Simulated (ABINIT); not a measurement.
# Cl (Cmce): G0W0 in ABINIT against the bands in the self-energy, part 2 of 2

Wanted: the cheapest bands in the self-energy that holds the gap of Cl (Cmce).

ABINIT 10.8.3; PBE and many-body steps on it, plane waves. Known limits of the many-body steps: not at the basis limit; coarse k mesh.

So far. Step 2 (Screening, 4×4×2 mesh, 360 bands, screening to 217.7 eV): Local fields lower ε∞ by 19 %. On a Γ-centred mesh this coarse the value itself is usually too large, while a short band sum pulls it down.

## (6) 101 bands

Level of this step: G0W0 on PBE, plane waves, norm-conserving pseudopotentials (ABINIT).

The self-energy is evaluated for the states that the input lists, and the levels follow from it, in one-shot runs by the linearised quasiparticle equation.

run.abi

```
acell 3*1.0 Angstrom
rprim 
  3.145000000000 -2.250000000000 0.000000000000
  3.145000000000 2.250000000000 0.000000000000
  0.000000000000 0.000000000000 8.210000000000
ntypat 1
znucl 17
natom 4
typat 1 1 1 1
xred 
  0.870000000000 0.130000000000 0.100000000000
  0.630000000000 0.370000000000 0.600000000000
  0.130000000000 0.870000000000 0.900000000000
  0.370000000000 0.630000000000 0.400000000000
pp_dirpath "pseudos"
pseudos "Cl.upf"
ecut 25
ngkpt 4 4 2
nshiftk 1
shiftk 0 0 0
kptopt 1
chksymbreak 0
istwfk *1
occopt 1
irdwfk 1
optdriver 4
nband 101
gwcalctyp 0
ecutsigx 25
symsigma 1
nkptgw 2
kptgw 
  0.5000000000 0.5000000000 0.0000000000
  0.0000000000 0.0000000000 0.0000000000
bdgw 
  13 16
  13 16
ecuteps 8
irdscr 1
ppmodel 1
indata_prefix "in"
outdata_prefix "out"
tmpdata_prefix "tmp"
```

Started as:

```bash
$ OMP_NUM_THREADS=1 mpirun -n 8 abinit run.abi > log
```

The program printed:

```text
.Version 10.8.3 of ABINIT. v10.8.2 released Aug 2026.

 Symmetries : space group Cm c a (# 64); Bravais oC (1-face-center ortho.)
[... echo of the input left out ...]
== DATASET  1 ==================================================================
-   mpi_nproc: 8, omp_nthreads: 1 (-1 if OMP is not activated)

--- !DatasetInfo
iteration_state: {dtset: 1, }
dimensions: {natom: 4, nkpt: 14, mband: 101, nsppol: 1, nspinor: 1, nspden: 1, mpw: 4726, }
cutoff_energies: {ecut:  25.0, pawecutdg:  -1.0, }
[...]
Band     E0 <VxcDFT>   SigX SigC(E0)      Z dSigC/dE  Sig(E)    E-E0       E
[...]
15   1.645 -13.980  -8.981  -2.858   0.794  -0.260 -12.281   1.699   3.344
       16   2.208 -14.626  -9.222  -3.023   0.785  -0.273 -12.756   1.870   4.078

== END DATASET(S) ==============================================================
================================================================================

 -outvars: echo values of variables after computation  --------
           etotal      0.0000000000E+00
            nband         101
             nkpt          14
          spgroup          64
 [... the other variables as echoed above ...]

 Calculation completed.
```

The job ended after 43 s (8 MPI ranks of Arm Neoverse V2, shared host; peak memory 7.1 GiB; 5.8 min of CPU time).

This step gave:

```yaml
g0w0_gap_on_the_points_computed: 5.655 eV
starting_gap_on_the_mesh: 2.469 eV
k_of_the_valence_top: 0.5, 0.5, 0
k_of_the_conduction_bottom: 0, 0, 0
least_direct_g0w0_gap_on_the_computed_points: 5.705 eV
```

The gap on the mesh goes from 2.47 eV to 5.65 eV, a correction of +3.19 eV.

## (7) 217 bands

Changes to run.abi since step 6:

```diff
@@ -26,3 +26,3 @@
 optdriver 4
-nband 101
+nband 217
 gwcalctyp 0
```

The program printed:

```text
.Version 10.8.3 of ABINIT. v10.8.2 released Aug 2026.

 Symmetries : space group Cm c a (# 64); Bravais oC (1-face-center ortho.)
[... echo of the input left out ...]
== DATASET  1 ==================================================================
-   mpi_nproc: 8, omp_nthreads: 1 (-1 if OMP is not activated)

--- !DatasetInfo
iteration_state: {dtset: 1, }
dimensions: {natom: 4, nkpt: 14, mband: 217, nsppol: 1, nspinor: 1, nspden: 1, mpw: 4726, }
cutoff_energies: {ecut:  25.0, pawecutdg:  -1.0, }
[...]
Band     E0 <VxcDFT>   SigX SigC(E0)      Z dSigC/dE  Sig(E)    E-E0       E
[...]
15   1.645 -13.980  -8.981  -3.189   0.791  -0.264 -12.548   1.432   3.077
       16   2.208 -14.626  -9.222  -3.377   0.783  -0.277 -13.040   1.587   3.794

== END DATASET(S) ==============================================================
================================================================================

 -outvars: echo values of variables after computation  --------
           etotal      0.0000000000E+00
            nband         217
             nkpt          14
          spgroup          64
 [... the other variables as echoed above ...]

 Calculation completed.
```

Elapsed: 91 s, on 8 MPI ranks; peak memory 8.6 GiB.

Numbers from this step:

```yaml
g0w0_gap_on_the_points_computed: 5.626 eV
starting_gap_on_the_mesh: 2.469 eV
k_of_the_valence_top: 0.5, 0.5, 0
k_of_the_conduction_bottom: 0, 0, 0
least_direct_g0w0_gap_on_the_computed_points: 5.676 eV
```

Against the run before, the gap moves by −0.029 eV.

## (8) 360 bands

Changes to run.abi since step 7:

```diff
@@ -26,3 +26,3 @@
 optdriver 4
-nband 217
+nband 360
 gwcalctyp 0
```

The program printed:

```text
.Version 10.8.3 of ABINIT. v10.8.2 released Aug 2026.

 Symmetries : space group Cm c a (# 64); Bravais oC (1-face-center ortho.)
[... echo of the input left out ...]
== DATASET  1 ==================================================================
-   mpi_nproc: 8, omp_nthreads: 1 (-1 if OMP is not activated)

--- !DatasetInfo
iteration_state: {dtset: 1, }
dimensions: {natom: 4, nkpt: 14, mband: 360, nsppol: 1, nspinor: 1, nspden: 1, mpw: 4726, }
cutoff_energies: {ecut:  25.0, pawecutdg:  -1.0, }
[...]
Band     E0 <VxcDFT>   SigX SigC(E0)      Z dSigC/dE  Sig(E)    E-E0       E
[...]
15   1.645 -13.980  -8.981  -3.307   0.790  -0.265 -12.643   1.337   2.983
       16   2.208 -14.626  -9.222  -3.505   0.782  -0.278 -13.141   1.485   3.693

== END DATASET(S) ==============================================================
================================================================================

 -outvars: echo values of variables after computation  --------
           etotal      0.0000000000E+00
            nband         360
             nkpt          14
          spgroup          64
 [... the other variables as echoed above ...]

 Calculation completed.
```

Wall time 2.5 min (8 MPI ranks); peak memory 10 GiB; 20 min of CPU time.

Numbers from this step:

```yaml
g0w0_gap_on_the_points_computed: 5.626 eV
starting_gap_on_the_mesh: 2.469 eV
k_of_the_valence_top: 0.5, 0.5, 0
k_of_the_conduction_bottom: 0, 0, 0
least_direct_g0w0_gap_on_the_computed_points: 5.676 eV
```

Against the run before, the gap moves by +0.000 eV.

## (9) Side by side

Times are wall times on 8 MPI ranks of Arm Neoverse V2, shared host, good to a factor of about two. A run's time includes the screening step that it read.

```tsv
run	mesh	bands	screening cutoff (eV)	DFT gap (eV)	gap on the mesh (eV)	direct (eV)	ε∞ used	time
22 bands	4×4×2	22	217.7	2.469	5.708	5.756	2.81	6.9 min
24 bands	4×4×2	24	217.7	2.469	5.747	5.807	2.81	6.9 min
45 bands	4×4×2	45	217.7	2.469	5.720	5.772	2.81	7 min
101 bands	4×4×2	101	217.7	2.469	5.655	5.705	2.81	7.4 min
217 bands	4×4×2	217	217.7	2.469	5.626	5.676	2.81	8.2 min
360 bands	4×4×2	360	217.7	2.469	5.626	5.676	2.81	9.1 min
```

## (10) What came out

```yaml
22_bands: 5.708 eV
24_bands: 5.747 eV
45_bands: 5.720 eV
101_bands: 5.655 eV
217_bands: 5.626 eV
360_bands: 5.626 eV
known_limits: not at the basis limit; coarse k mesh
```

What this shows: The setting moved: bands in the self-energy. From 22 bands to 360 bands the gap moves by −0.08 eV, not steadily: it passes through 5.75 eV. It holds to 0.03 eV from 101 bands on. Bands and screening cutoff are coupled, so a series along one setting does not show full convergence. Bands and cutoff are finite, so the gap is not at the basis limit. The miss can reach some tenths of an eV and take either sign; the mesh is an error of its own. In the G0W0 runs levels were corrected at 2 k points alone, so a gap called «on the mesh» is the least over those, and an edge elsewhere would be missed. The 4×4×2 mesh is coarse for this cell, which bears on the long-range parts of exchange and screening.

[Paths, hosts, dates, memory and timing lines, banners, echoed tables and standing remarks are left out of the program output.]

[Logs are printed without paths, hosts, clocks, repeated set-up lines and the standing remarks that a program may print on its own settings, such as how far it seeks lower states.]

[Runs of the session that timed out or met a known fault of the program may be left out.]

[Hosts, paths, dates, database ids (printed as entryN), source tags and the programs' standing remarks are cut or masked in the printed files.]

[G0W0 gaps are taken among the corrected bands and points alone; a level outside them can change the order at an edge.]

[Where Ansatz stands beside ABINIT at settings called matched, ABINIT's density can come from a denser mesh and the files from another edition; pairs whose starting gaps differed by over 0.03 eV were left out, so agreement reads better than it is.]
